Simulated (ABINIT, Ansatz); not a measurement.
## WS2 (Tungstenite): one start, several treatments of the self-energy

Wanted: the gap of WS2 (Tungstenite) under several approximations, with cost.

Program: ABINIT 10.8.3. Level of theory: PBE and many-body steps on it, plane waves. Results are calculated unless marked as measured.

This is a report of a sequence of runs, with most program output left out.

### 1. The starting structure

The structure is hexagonal, space group P6_3/mmc (No. 194). Conventional cell: a = 3.153 Å, b = 3.153 Å, c = 12.323 Å, α = 90.00°, β = 90.00°, γ = 120.00°. W has 6 S at 2.40 Å nearest. S has 3 W at 2.40 Å nearest. Farther neighbours and most contacts between anions are not listed.

The cell and positions come from the Crystallography Open Database and are kept as given unless a step says otherwise. Spin-orbit coupling is left out unless a step names it.

### 2. Empty states on the mesh, 6×6×1 mesh, 715 bands

This step: ABINIT 10.8.3; DFT, PBE, plane waves, norm-conserving pseudopotentials.

The sums over transitions need many empty states on a uniform mesh; this step solves for them.

run.abi reads:

```
acell 3*1.0 Angstrom
rprim 
  3.153199999992 0.000000000002 0.000000000000
  -1.576599999998 2.730751303206 0.000000000000
  0.000000000000 0.000000000000 12.323000000000
ntypat 2
znucl 74 16
natom 6
typat 1 1 2 2 2 2
xred 
  0.333333333333 0.666666666667 0.250000000000
  0.666666666667 0.333333333333 0.750000000000
  0.333333333333 0.666666666667 0.622500000000
  0.666666666667 0.333333333333 0.122500000000
  0.333333333333 0.666666666667 0.877500000000
  0.666666666667 0.333333333333 0.377500000000
pp_dirpath "pseudos"
pseudos "W.upf, S.upf"
ecut 31
ngkpt 6 6 1
nshiftk 1
shiftk 0 0 0
kptopt 1
chksymbreak 0
irdden 1
istwfk *1
nband 715
prtvol 0
optdriver 6
gwr_task "HDIAGO"
paral_kgb 0
occopt 1
indata_prefix "in"
outdata_prefix "out"
tmpdata_prefix "tmp"
```

Command:

```
$ OMP_NUM_THREADS=1 mpirun -n 8 abinit run.abi > log
```

The job ended after 2.3 min (8 MPI ranks of Arm Neoverse V2, shared host; peak memory 15 GiB).

Numbers from this step:

* gap: 0.9806 eV
* k of the valence top: 0, 0, 0
* k of the conduction bottom: 0.1667, 0.1667, 0
* least direct gap: 1.837 eV
* k points computed: 7
* lowest point of the top converged band, above the valence top: 182.8238 eV

On this mesh the gap is 0.981 eV.

The density comes from a self-consistent run that is not shown.

### 3. Screening, 6×6×1 mesh, 303 bands, screening to 176.9 eV

The RPA dielectric matrix is built and inverted for each q.

This step: RPA screening on PBE, plane waves, norm-conserving pseudopotentials.

run.abi, as its differences from that of step 2:

```diff
@@ -24,10 +24,11 @@
 chksymbreak 0
-irdden 1
 istwfk *1
-nband 715
-prtvol 0
-optdriver 6
-gwr_task "HDIAGO"
-paral_kgb 0
 occopt 1
+irdwfk 1
+optdriver 3
+nband 303
+ecuteps 6.5
+inclvkb 2
+awtr 1
+symchi 1
 indata_prefix "in"
```

The job ended after 3 min (8 MPI ranks; peak memory 3.4 GiB).

Numbers from this step:

| Quantity | Value |
| --- | --- |
| ε∞ with local fields, on this mesh, along the program's q direction | 13.51 |
| the same without local fields | 15.08 |
| plasma frequency | 25.99 eV |
| plane waves in the screening matrix | 573 |

Local fields lower ε∞ by 10 %. On a Γ-centred mesh this coarse the value itself is usually too large, while a short band sum pulls it down.

### 4. G0W0, Godby-Needs plasmon pole

The self-energy is evaluated for the states that the input lists, and the levels follow from it, in one-shot runs by the linearised quasiparticle equation.

This step: G0W0 on PBE, plane waves, norm-conserving pseudopotentials.

run.abi, as its differences from that of step 3:

```diff
@@ -27,8 +27,19 @@
 irdwfk 1
-optdriver 3
+optdriver 4
 nband 303
+gwcalctyp 0
+ecutsigx 31
+symsigma 1
+nkptgw 3
+kptgw 
+  0.0000000000 0.0000000000 0.0000000000
+  0.1666666667 0.1666666667 0.0000000000
+  0.3333333333 0.3333333333 0.0000000000
+bdgw 
+  25 28
+  25 28
+  25 28
 ecuteps 6.5
-inclvkb 2
-awtr 1
-symchi 1
+irdscr 1
+ppmodel 1
 indata_prefix "in"
```

Wall time 77 s (8 MPI ranks); peak memory 3.3 GiB; 10 min of CPU time.

Numbers from this step:

- G0W0 gap on the points computed: 1.324 eV
- starting gap on the mesh: 0.9806 eV
- k of the valence top: 0, 0, 0
- k of the conduction bottom: 0.1667, 0.1667, 0
- Z at the valence top: 0.784
- Z at the conduction bottom: 0.793
- least direct G0W0 gap on the computed points: 2.395 eV

The gap on the mesh goes from 0.98 eV to 1.32 eV, a correction of +0.34 eV.

### 5. G0W0, Engel-Farid plasmon pole

run.abi, as its differences from that of step 4:

```diff
@@ -43,3 +43,3 @@
 irdscr 1
-ppmodel 1
+ppmodel 4
 indata_prefix "in"
```

Run time: 29 s. Hardware: 8 MPI ranks; peak memory 2.8 GiB; 3.9 min of CPU time.

Numbers from this step:

```yaml
g0w0_gap_on_the_points_computed: 1.356 eV
starting_gap_on_the_mesh: 0.9806 eV
k_of_the_valence_top: 0, 0, 0
k_of_the_conduction_bottom: 0.1667, 0.1667, 0
z_at_the_valence_top: 0.795
z_at_the_conduction_bottom: 0.804
least_direct_g0w0_gap_on_the_computed_points: 2.426 eV
```

Against G0W0 in ABINIT (6×6×1 mesh, 303 bands, screening to 176.9 eV, Godby-Needs plasmon pole), the gap moves by +0.032 eV.

### 6. G0W0, von der Linden-Horsch plasmon pole

run.abi, as its differences from that of step 5:

```diff
@@ -43,3 +43,3 @@
 irdscr 1
-ppmodel 4
+ppmodel 3
 indata_prefix "in"
```

The job ended after 30 s (8 MPI ranks; peak memory 2.7 GiB; 4 min of CPU time).

This step gave:

```yaml
g0w0_gap_on_the_points_computed: 1.337 eV
starting_gap_on_the_mesh: 0.9806 eV
k_of_the_valence_top: 0, 0, 0
k_of_the_conduction_bottom: 0.1667, 0.1667, 0
least_direct_g0w0_gap_on_the_computed_points: 2.486 eV
```

Against G0W0 in ABINIT (6×6×1 mesh, 303 bands, screening to 176.9 eV, Godby-Needs plasmon pole), the gap moves by +0.013 eV.

### 7. One-shot COHSEX

This step: one-shot COHSEX on PBE, plane waves, norm-conserving pseudopotentials.

run.abi, as its differences from that of step 6:

```diff
@@ -29,3 +29,3 @@
 nband 303
-gwcalctyp 0
+gwcalctyp 7
 ecutsigx 31
@@ -43,3 +43,2 @@
 irdscr 1
-ppmodel 3
 indata_prefix "in"
```

It took 4.7 s on 8 MPI ranks; peak memory 1.2 GiB.

This step gave:

| Property | Result |
| --- | --- |
| quasiparticle gap on the points computed | 1.638 eV |
| starting gap on the mesh | 0.9806 eV |
| k of the valence top | 0, 0, 0 |
| k of the conduction bottom | 0.1667, 0.1667, 0 |
| least direct quasiparticle gap on the computed points | 2.541 eV |

Against G0W0 in ABINIT (6×6×1 mesh, 303 bands, screening to 176.9 eV, Godby-Needs plasmon pole), the gap moves by +0.314 eV.

### 8. One-shot Hartree-Fock

This step: one-shot Hartree-Fock on PBE, plane waves, norm-conserving pseudopotentials.

run.abi, as its differences from that of step 7:

```diff
@@ -28,4 +28,4 @@
 optdriver 4
-nband 303
-gwcalctyp 7
+nband 30
+gwcalctyp 5
 ecutsigx 31
@@ -41,4 +41,4 @@
   25 28
-ecuteps 6.5
-irdscr 1
+ixc_sigma 40
+fftgw 31
 indata_prefix "in"
```

The job ended after 4 s (8 MPI ranks; peak memory 1 GiB).

This step gave:

```
quasiparticle gap on the points computed              : 5.593 eV
starting gap on the mesh                              : 0.9806 eV
k of the valence top                                  : 0, 0, 0
k of the conduction bottom                            : 0.1667, 0.1667, 0
least direct quasiparticle gap on the computed points : 6.776 eV
```

Against G0W0 in ABINIT (6×6×1 mesh, 303 bands, screening to 176.9 eV, Godby-Needs plasmon pole), the gap moves by +4.269 eV.

### 9. Side by side

Times are wall times on 8 MPI ranks of Arm Neoverse V2, shared host, good to a factor of about two. A run's time includes the screening step that it read.

```tsv
run	mesh	bands	screening cutoff (eV)	DFT gap (eV)	gap on the mesh (eV)	direct (eV)	ε∞ used	time
G0W0, Godby-Needs plasmon pole	6×6×1	303	176.9	0.981	1.324	2.395	13.51	4.3 min
G0W0, Engel-Farid plasmon pole	6×6×1	303	176.9	0.981	1.356	2.426	13.51	3.5 min
G0W0, von der Linden-Horsch plasmon pole	6×6×1	303	176.9	0.981	1.337	2.486	13.51	3.5 min
one-shot COHSEX	6×6×1	303	176.9	0.981	1.638	2.541	13.51	3.1 min
one-shot Hartree-Fock	6×6×1	-	-	0.981	5.593	6.776	-	4 s
```

### 10. What came out

| Quantity | Value |
| --- | --- |
| G0W0, Godby-Needs plasmon pole | 1.324 eV |
| G0W0, Engel-Farid plasmon pole | 1.356 eV |
| G0W0, von der Linden-Horsch plasmon pole | 1.337 eV |
| one-shot COHSEX | 1.638 eV |
| one-shot Hartree-Fock | 5.593 eV |
| known limits | not at the basis limit; no spin-orbit coupling; coarse k mesh |

G0W0, Engel-Farid plasmon pole: +0.032 eV against G0W0, Godby-Needs plasmon pole. G0W0, von der Linden-Horsch plasmon pole: +0.013 eV against G0W0, Godby-Needs plasmon pole. One-shot COHSEX: +0.314 eV against G0W0, Godby-Needs plasmon pole. One-shot Hartree-Fock: +4.269 eV against G0W0, Godby-Needs plasmon pole. Bare exchange alone opens the gap to 5.59 eV; against G0W0, correlation takes back 4.27 eV. Static COHSEX lies above G0W0: it lacks the factor Z and overstates the Coulomb hole of the filled states. Bands and cutoff are finite, so the gap is not at the basis limit. The miss can reach some tenths of an eV and take either sign; the mesh is an error of its own. In the G0W0 runs levels were corrected at 3 k points alone, so a gap called «on the mesh» is the least over those, and an edge elsewhere would be missed. The 6×6×1 mesh is coarse for this cell, which bears on the long-range parts of exchange and screening. The many-body steps are scalar-relativistic: spin-orbit coupling is not in them.

[Paths, hosts, dates, memory and timing lines, banners, echoed tables and standing remarks are left out of the program output.]

[Logs are printed without paths, hosts, clocks, repeated set-up lines and the standing remarks that a program may print on its own settings, such as how far it seeks lower states.]

[Runs of the session that timed out or met a known fault of the program may be left out.]

[Hosts, paths, dates, database ids (printed as entryN), source tags and the programs' standing remarks are cut or masked in the printed files.]

[G0W0 gaps are taken among the corrected bands and points alone; a level outside them can change the order at an edge.]

[Where Ansatz stands beside ABINIT at settings called matched, ABINIT's density can come from a denser mesh and the files from another edition; pairs whose starting gaps differed by over 0.03 eV were left out, so agreement reads better than it is.]
